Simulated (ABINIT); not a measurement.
# Converging GW for SnO2 (Cassiterite) in ABINIT

Wanted: a converged G0W0 gap of SnO2 (Cassiterite), or an estimate of the limit.

Program: ABINIT 10.8.3. Level of theory: PBE and many-body steps on it, plane waves. Results are calculated unless marked as measured.

**1. The structure**

It takes space group P4_2/mnm (No. 136, tetragonal). The conventional cell has a = 4.738 Å, b = 4.738 Å, c = 3.187 Å, α = 90.00°, β = 90.00°, γ = 90.00°. Nearest to Sn lie 6 O at 2.05 to 2.06 Å. Nearest to O lie 3 Sn at 2.05 to 2.06 Å. Farther neighbours and most contacts between anions are not listed.

Structure file:

```cif
data_structure
_symmetry_space_group_name_H-M 'P4_2/mnm'
_symmetry_Int_Tables_number 136
_cell_length_a 4.7380
_cell_length_b 4.7380
_cell_length_c 3.1865
_cell_angle_alpha 90.000
_cell_angle_beta 90.000
_cell_angle_gamma 90.000
_cell_volume 71.53
loop_
_atom_site_label
_atom_site_type_symbol
_atom_site_symmetry_multiplicity
_atom_site_Wyckoff_symbol
_atom_site_fract_x
_atom_site_fract_y
_atom_site_fract_z
_atom_site_occupancy
Sn1 Sn 2 a 0.00000 0.00000 0.00000 1
O1 O 4 f 0.30710 0.30710 0.00000 1
```

The cell and positions come from the Crystallography Open Database and are kept as given unless a step says otherwise.

**2. Empty states on the mesh, 2×2×4 mesh, 436 bands**

This step: ABINIT 10.8.3; DFT, PBE, plane waves, norm-conserving pseudopotentials.

The sums over transitions need many empty states on a uniform mesh; this step solves for them.

Input file run.abi:

```
acell 3*1.0 Angstrom
rprim 
  4.738000000000 0.000000000000 0.000000000000
  0.000000000000 4.738000000000 0.000000000000
  0.000000000000 0.000000000000 3.186500000000
ntypat 2
znucl 50 8
natom 6
typat 1 1 2 2 2 2
xred 
  0.000000000000 0.000000000000 0.000000000000
  0.500000000000 0.500000000000 0.500000000000
  0.307100000000 0.307100000000 0.000000000000
  0.192900000000 0.807100000000 0.500000000000
  0.692900000000 0.692900000000 0.000000000000
  0.807100000000 0.192900000000 0.500000000000
pp_dirpath "pseudos"
pseudos "Sn.upf, O.upf"
ecut 42
ngkpt 2 2 4
nshiftk 1
shiftk 0 0 0
kptopt 1
chksymbreak 0
iscf -2
irdden 1
istwfk *1
nband 436
nbdbuf 38
tolwfr 1e-09
nstep 60
prtvol 0
indata_prefix "in"
outdata_prefix "out"
tmpdata_prefix "tmp"
```

Run with:

```sh
$ OMP_NUM_THREADS=1 mpirun -n 8 abinit run.abi > log
```

Numbers of over 12 decimals in the logs are rounded to 6 here.

The program printed:

```text
.Version 10.8.3 of ABINIT. v10.8.2 released Aug 2026.

 Symmetries : space group P4_2/m n m (#136); Bravais tP (primitive tetrag.)
[... echo of the input left out ...]
== DATASET  1 ==================================================================
-   mpi_nproc: 8, omp_nthreads: 1 (-1 if OMP is not activated)
-    --> not optimal distribution: autoparal keyword recommended in input file <--

--- !DatasetInfo
iteration_state: {dtset: 1, }
dimensions: {natom: 6, nkpt: 9, mband: 436, nsppol: 1, nspinor: 1, nspden: 1, mpw: 6312, }
cutoff_energies: {ecut:  42.0, pawecutdg:  -1.0, }
[...]
6.39892    6.41270    6.44426    6.44427    6.45116    6.45904    6.47202    6.48152
   6.51990    6.52060    6.53492    6.56541    6.56678    6.57215    6.57410    6.57576
   6.58024    6.58210    6.58942    6.59997
 prteigrs : prtvol=0 or 1, do not print more k-points.

== END DATASET(S) ==============================================================
================================================================================

 -outvars: echo values of variables after computation  --------
            nband         436
             nkpt           9
          spgroup         136
 [... the other variables as echoed above ...]

 Calculation completed.
```

It took 7.5 min on 8 MPI ranks of Arm Neoverse V1, shared host; peak memory 0.94 GiB.

This step gave:

| Quantity | Value |
| --- | --- |
| gap | 1.284 eV |
| k of the valence top | 0, 0, 0 |
| k of the conduction bottom | 0, 0, 0 |
| least direct gap | 1.284 eV |
| k points computed | 9 |
| lowest point of the top converged band, above the valence top | 158.8982 eV |

On this mesh the gap is 1.284 eV.

The density comes from a self-consistent run that is not shown.

**3. Screening, 2×2×4 mesh, 106 bands, screening to 93.3 eV**

The RPA dielectric matrix is built and inverted for each q.

This step: RPA screening on PBE, plane waves, norm-conserving pseudopotentials.

Edit run.abi of step 2 so:

```diff
@@ -24,10 +24,11 @@
 chksymbreak 0
-iscf -2
-irdden 1
 istwfk *1
-nband 436
-nbdbuf 38
-tolwfr 1e-09
-nstep 60
-prtvol 0
+occopt 1
+irdwfk 1
+optdriver 3
+nband 106
+ecuteps 3.43
+inclvkb 2
+awtr 1
+symchi 1
 indata_prefix "in"
```

The program printed:

```text
.Version 10.8.3 of ABINIT. v10.8.2 released Aug 2026.

 Symmetries : space group P4_2/m n m (#136); Bravais tP (primitive tetrag.)
[... echo of the input left out ...]
== DATASET  1 ==================================================================
-   mpi_nproc: 8, omp_nthreads: 1 (-1 if OMP is not activated)

--- !DatasetInfo
iteration_state: {dtset: 1, }
dimensions: {natom: 6, nkpt: 9, mband: 106, nsppol: 1, nspinor: 1, nspden: 1, mpw: 6312, }
cutoff_energies: {ecut:  42.0, pawecutdg:  -1.0, }
electrons: {nelect:   6.80000000E+01, charge:   0.00000000E+00, occopt:   1.00000000E+00, tsmear:   1.00000000E-02, }

 SCREENING: Calculation of the susceptibility and dielectric matrices

 Based on a program developped by R.W. Godby, V. Olevano, G. Onida, and L. Reining.
 Incorporated in ABINIT by V. Olevano, G.-M. Rignanese, and M. Torrent.
.Using double precision arithmetic ; gwpc =  8

[... cell and pseudopotentials left out ...]
--------------------------------------------------------------------------------

 ==== K-mesh for the wavefunctions ====
 Number of points in the irreducible wedge :     9
[... list of points left out ...]
 Together with 16 symmetry operations and time-reversal symmetry
 yields    16 points in the full Brillouin Zone.

 ==== Q-mesh for the screening function ====
 Number of points in the irreducible wedge :     9
[... list of points left out ...]
 Together with 16 symmetry operations and time-reversal symmetry
 yields    16 points in the full Brillouin Zone.

 setmesh: FFT mesh size selected  =    36x   36x   24
          total number of points  =        31104

 vcoul_init : cutoff-mode = AUXILIARY_FUNCTION
 q-points for optical limit:   1
     1)      0.000010    0.000020    0.000030

- screening: taking advantage of time-reversal symmetry
- Maximum band index for partially occupied states nbvw = 34
- Remaining bands to be divided among processors   nbcw = 72
- Number of bands treated by each node ~9

 Number of electrons calculated from density =   68.0000; Expected =   68.0000
 average of density, n =  0.140867
 r_s =    1.1923
 omega_plasma =   36.2043 [eV]

 calculating chi0 at frequencies [eV] :
  1    0.000000E+00    0.000000E+00
  2    0.000000E+00    3.620427E+01

--------------------------------------------------------------------------------
  q-point number  1        q = ( 0.000000, 0.000000, 0.000000) [r.l.u.]
--------------------------------------------------------------------------------
[... chi0 elements left out ...]
 For q-point:  0.000010 0.000020 0.000030
  dielectric constant =   5.1382
  dielectric constant without local fields =   5.3463

  Average fulfillment of the sum rule on Im[epsilon] for q-point    1 :     42.47  [%]
[... wings left out ...]
  q-point number  2        q = ( 0.500000, 0.000000, 0.000000) [r.l.u.]
--------------------------------------------------------------------------------
[... chi0 elements left out ...]
  Average fulfillment of the sum rule on Im[epsilon] for q-point    2 :     51.23  [%]

 [... 7 further q-points ...]
```

It took 32 s on 8 MPI ranks; peak memory 2.5 GiB.

Numbers from this step:

```yaml
eps_infinity_with_local_fields_on_this_mesh_along_the_program_s_q_direction: 5.138
the_same_without_local_fields: 5.346
plasma_frequency: 36.20 eV
plane_waves_in_the_screening_matrix: 161
```

Local fields lower ε∞ by 4 %. On a Γ-centred mesh this coarse the value itself is usually too large, while a short band sum pulls it down.

**4. 106 bands, 93.3 eV**

The self-energy is evaluated for the states that the input lists, and the levels follow from it, in one-shot runs by the linearised quasiparticle equation.

This step: G0W0 on PBE, plane waves, norm-conserving pseudopotentials.

Edit run.abi of step 3 so:

```diff
@@ -27,8 +27,25 @@
 irdwfk 1
-optdriver 3
+optdriver 4
 nband 106
+gwcalctyp 0
+ecutsigx 42
+symsigma 1
+nkptgw 6
+kptgw 
+  0.0000000000 0.0000000000 0.0000000000
+  0.5000000000 0.0000000000 0.0000000000
+  0.5000000000 0.5000000000 0.0000000000
+  0.0000000000 0.0000000000 0.5000000000
+  0.5000000000 0.0000000000 0.5000000000
+  0.5000000000 0.5000000000 0.5000000000
+bdgw 
+  32 36
+  33 36
+  33 36
+  33 36
+  33 36
+  33 36
 ecuteps 3.43
-inclvkb 2
-awtr 1
-symchi 1
+irdscr 1
+ppmodel 1
 indata_prefix "in"
```

The program printed:

```text
.Version 10.8.3 of ABINIT. v10.8.2 released Aug 2026.

 Symmetries : space group P4_2/m n m (#136); Bravais tP (primitive tetrag.)
[... echo of the input left out ...]
== DATASET  1 ==================================================================
-   mpi_nproc: 8, omp_nthreads: 1 (-1 if OMP is not activated)

--- !DatasetInfo
iteration_state: {dtset: 1, }
dimensions: {natom: 6, nkpt: 9, mband: 106, nsppol: 1, nspinor: 1, nspden: 1, mpw: 6312, }
cutoff_energies: {ecut:  42.0, pawecutdg:  -1.0, }
electrons: {nelect:   6.80000000E+01, charge:   0.00000000E+00, occopt:   1.00000000E+00, tsmear:   1.00000000E-02, }

 SIGMA: Calculation of the GW corrections

 Based on a program developped by R.W. Godby, V. Olevano, G. Onida, and L. Reining.
 Incorporated in ABINIT by V. Olevano, G.-M. Rignanese, and M. Torrent.
.Using double precision arithmetic ; gwpc =  8

[... cell and pseudopotentials left out ...]
--------------------------------------------------------------------------------

 ==== K-mesh for the wavefunctions ====
 Number of points in the irreducible wedge :     9
[... list of points left out ...]
 Together with 16 symmetry operations and time-reversal symmetry
 yields    16 points in the full Brillouin Zone.

 ==== Q-mesh for screening function ====
 Number of points in the irreducible wedge :     9
[... list of points left out ...]
 Together with 16 symmetry operations and time-reversal symmetry
 yields    16 points in the full Brillouin Zone.

 vcoul_init : cutoff-mode = AUXILIARY_FUNCTION
 q-points for optical limit:   1
     1)      0.000010    0.000020    0.000030
 setmesh: FFT mesh size selected  =    54x   54x   36
          total number of points  =       104976

 Number of electrons calculated from density =   68.0000; Expected =   68.0000
 average of density, n =  0.140867
 r_s =    1.1923
 omega_plasma =   36.2043 [eV]

 === KS Band Gaps ===
  >>>> For spin  1
   Minimum direct gap =   1.2836 [eV], located at k-point      :   0.0000  0.0000  0.0000
   Fundamental gap    =   1.2836 [eV], Top of valence bands at :   0.0000  0.0000  0.0000
                                       Bottom of conduction at :   0.0000  0.0000  0.0000
 SIGMA fundamental parameters:
 PLASMON POLE MODEL  1
 number of plane-waves for SigmaX                 6273
 number of plane-waves for SigmaC and W            161
 number of plane-waves for wavefunctions          6273
 number of bands                                   106
 number of independent spin polarizations            1
 number of spinorial components                      1
 number of k-points in IBZ                           9
 number of q-points in IBZ                           9
 number of symmetry operations                      16
 number of k-points in BZ                           16
 number of q-points in BZ                           16
 number of frequencies for dSigma/dE                 9
 frequency step for dSigma/dE [eV]                0.25
 number of omega for Sigma on real axis              0
 max omega for Sigma on real axis  [eV]           0.00
 zcut for avoiding poles [eV]                     0.10

 EPSILON^-1 parameters (SCR file):
 dimension of the eps^-1 matrix on file            161
 dimension of the eps^-1 matrix used               161
 number of plane-waves for wavefunctions          6273
 number of bands                                   106
 number of q-points in IBZ                           9
 number of frequencies                               2
 number of real frequencies                          1
 number of imag frequencies                          1

 matrix elements of self-energy operator (all in [eV])

 Perturbative Calculation

--- !SelfEnergy_ee
iteration_state: {dtset: 1, }
kpoint     : [   0.000,    0.000,    0.000, ]
spin       : 1
KS_gap     :    1.284
QP_gap     :    2.652
Delta_QP_KS:    1.368
data: !SigmaeeData |
     Band     E0 <VxcDFT>   SigX SigC(E0)      Z dSigC/dE  Sig(E)    E-E0       E
       32   6.013 -20.019 -25.554   5.238   0.794  -0.259 -20.255  -0.236   5.777
       33   6.013 -20.019 -25.554   5.238   0.794  -0.259 -20.255  -0.236   5.777
       34   6.777 -20.354 -26.147   5.497   0.794  -0.260 -20.589  -0.235   6.542
       35   8.061 -16.496 -12.268  -2.888   0.846  -0.183 -15.363   1.133   9.194
       36  12.920 -16.300 -10.641  -3.621   0.840  -0.190 -14.587   1.713  14.632

--- !SelfEnergy_ee
iteration_state: {dtset: 1, }
kpoint     : [   0.500,    0.000,    0.000, ]
spin       : 1
KS_gap     :    5.069
QP_gap     :    6.967
Delta_QP_KS:    1.898
data: !SigmaeeData |
     Band     E0 <VxcDFT>   SigX SigC(E0)      Z dSigC/dE  Sig(E)    E-E0       E
       33   6.148 -19.923 -25.544   5.269   0.795  -0.258 -20.203  -0.280   5.867
[...]
--- !SelfEnergy_ee
iteration_state: {dtset: 1, }
kpoint     : [   0.500,    0.500,    0.000, ]
spin       : 1
KS_gap     :    5.725
QP_gap     :    7.904
Delta_QP_KS:    2.180
data: !SigmaeeData |
     Band     E0 <VxcDFT>   SigX SigC(E0)      Z dSigC/dE  Sig(E)    E-E0       E
[...]
--- !SelfEnergy_ee
iteration_state: {dtset: 1, }
kpoint     : [   0.000,    0.000,    0.500, ]
spin       : 1
KS_gap     :    7.473
QP_gap     :   10.097
Delta_QP_KS:    2.623
data: !SigmaeeData |
     Band     E0 <VxcDFT>   SigX SigC(E0)      Z dSigC/dE  Sig(E)    E-E0       E
[...]
--- !SelfEnergy_ee
iteration_state: {dtset: 1, }
kpoint     : [   0.500,    0.000,    0.500, ]
spin       : 1
KS_gap     :    7.199
QP_gap     :    9.473
Delta_QP_KS:    2.274
data: !SigmaeeData |
     Band     E0 <VxcDFT>   SigX SigC(E0)      Z dSigC/dE  Sig(E)    E-E0       E
[...]
--- !SelfEnergy_ee
iteration_state: {dtset: 1, }
kpoint     : [   0.500,    0.500,    0.500, ]
spin       : 1
KS_gap     :    5.756
QP_gap     :    7.859
Delta_QP_KS:    2.103
data: !SigmaeeData |
     Band     E0 <VxcDFT>   SigX SigC(E0)      Z dSigC/dE  Sig(E)    E-E0       E
[...]
34   5.951 -19.569 -25.632   5.560   0.791  -0.263 -19.968  -0.399   5.552
       35  11.707 -17.029 -11.679  -3.323   0.841  -0.189 -15.325   1.705  13.412
       36  11.707 -17.029 -11.679  -3.323   0.841  -0.189 -15.325   1.705  13.412

== END DATASET(S) ==============================================================
================================================================================

 -outvars: echo values of variables after computation  --------
           etotal      0.0000000000E+00
            nband         106
             nkpt           9
          spgroup         136
 [... the other variables as echoed above ...]

 Calculation completed.
```

Elapsed: 9.9 s, on 8 MPI ranks; peak memory 1.6 GiB; 78 s of CPU time.

This step gave:

| Item | Value |
| --- | --- |
| G0W0 gap on the mesh | 2.652 eV |
| starting gap on the mesh | 1.284 eV |
| k of the valence top | 0, 0, 0 |
| k of the conduction bottom | 0, 0, 0 |
| Z at the valence top | 0.794 |
| Z at the conduction bottom | 0.846 |
| least direct G0W0 gap on the computed points | 2.652 eV |

The gap on the mesh goes from 1.28 eV to 2.65 eV, a correction of +1.37 eV.

**5. Screening, 2×2×4 mesh, 143 bands, screening to 123.5 eV**

This step: RPA screening on PBE, plane waves, norm-conserving pseudopotentials.

Edit run.abi of step 4 so:

```diff
@@ -27,25 +27,8 @@
 irdwfk 1
-optdriver 4
-nband 106
-gwcalctyp 0
-ecutsigx 42
-symsigma 1
-nkptgw 6
-kptgw 
-  0.0000000000 0.0000000000 0.0000000000
-  0.5000000000 0.0000000000 0.0000000000
-  0.5000000000 0.5000000000 0.0000000000
-  0.0000000000 0.0000000000 0.5000000000
-  0.5000000000 0.0000000000 0.5000000000
-  0.5000000000 0.5000000000 0.5000000000
-bdgw 
-  32 36
-  33 36
-  33 36
-  33 36
-  33 36
-  33 36
-ecuteps 3.43
-irdscr 1
-ppmodel 1
+optdriver 3
+nband 143
+ecuteps 4.54
+inclvkb 2
+awtr 1
+symchi 1
 indata_prefix "in"
```

The program printed:

```text
.Version 10.8.3 of ABINIT. v10.8.2 released Aug 2026.

 Symmetries : space group P4_2/m n m (#136); Bravais tP (primitive tetrag.)
[... echo of the input left out ...]
== DATASET  1 ==================================================================
-   mpi_nproc: 8, omp_nthreads: 1 (-1 if OMP is not activated)

--- !DatasetInfo
iteration_state: {dtset: 1, }
dimensions: {natom: 6, nkpt: 9, mband: 143, nsppol: 1, nspinor: 1, nspden: 1, mpw: 6312, }
cutoff_energies: {ecut:  42.0, pawecutdg:  -1.0, }
electrons: {nelect:   6.80000000E+01, charge:   0.00000000E+00, occopt:   1.00000000E+00, tsmear:   1.00000000E-02, }

 SCREENING: Calculation of the susceptibility and dielectric matrices

 Based on a program developped by R.W. Godby, V. Olevano, G. Onida, and L. Reining.
 Incorporated in ABINIT by V. Olevano, G.-M. Rignanese, and M. Torrent.
.Using double precision arithmetic ; gwpc =  8

[... cell and pseudopotentials left out ...]
--------------------------------------------------------------------------------

 ==== K-mesh for the wavefunctions ====
 Number of points in the irreducible wedge :     9
[... list of points left out ...]
 Together with 16 symmetry operations and time-reversal symmetry
 yields    16 points in the full Brillouin Zone.

 ==== Q-mesh for the screening function ====
 Number of points in the irreducible wedge :     9
[... list of points left out ...]
 Together with 16 symmetry operations and time-reversal symmetry
 yields    16 points in the full Brillouin Zone.

 setmesh: FFT mesh size selected  =    36x   36x   24
          total number of points  =        31104

 vcoul_init : cutoff-mode = AUXILIARY_FUNCTION
 q-points for optical limit:   1
     1)      0.000010    0.000020    0.000030

- screening: taking advantage of time-reversal symmetry
- Maximum band index for partially occupied states nbvw = 34
- Remaining bands to be divided among processors   nbcw = 109
- Number of bands treated by each node ~13

 Number of electrons calculated from density =   68.0000; Expected =   68.0000
 average of density, n =  0.140867
 r_s =    1.1923
 omega_plasma =   36.2043 [eV]

 calculating chi0 at frequencies [eV] :
  1    0.000000E+00    0.000000E+00
  2    0.000000E+00    3.620427E+01

--------------------------------------------------------------------------------
  q-point number  1        q = ( 0.000000, 0.000000, 0.000000) [r.l.u.]
--------------------------------------------------------------------------------
[... chi0 elements left out ...]
 For q-point:  0.000010 0.000020 0.000030
  dielectric constant =   5.1448
  dielectric constant without local fields =   5.3727

  Average fulfillment of the sum rule on Im[epsilon] for q-point    1 :     53.87  [%]
[... wings left out ...]
  q-point number  2        q = ( 0.500000, 0.000000, 0.000000) [r.l.u.]
--------------------------------------------------------------------------------
[... chi0 elements left out ...]
  Average fulfillment of the sum rule on Im[epsilon] for q-point    2 :     62.11  [%]

 [... 7 further q-points ...]
```

The job ended after 51 s (8 MPI ranks; peak memory 2.9 GiB).

Numbers from this step:

| Quantity | Value |
| --- | --- |
| ε∞ with local fields, on this mesh, along the program's q direction | 5.145 |
| the same without local fields | 5.373 |
| plasma frequency | 36.20 eV |
| plane waves in the screening matrix | 217 |

[end of part 1 of 2]

[Paths, hosts, dates, memory and timing lines, banners, echoed tables and standing remarks are left out of the program output.]

[Logs are printed without paths, hosts, clocks, repeated set-up lines and the standing remarks that a program may print on its own settings, such as how far it seeks lower states.]

[Runs of the session that timed out or met a known fault of the program may be left out.]

[Hosts, paths, dates, database ids (printed as entryN), source tags and the programs' standing remarks are cut or masked in the printed files.]

[G0W0 gaps are taken among the corrected bands and points alone; a level outside them can change the order at an edge.]

[Where Ansatz stands beside ABINIT at settings called matched, ABINIT's density can come from a denser mesh and the files from another edition; pairs whose starting gaps differed by over 0.03 eV were left out, so agreement reads better than it is.]
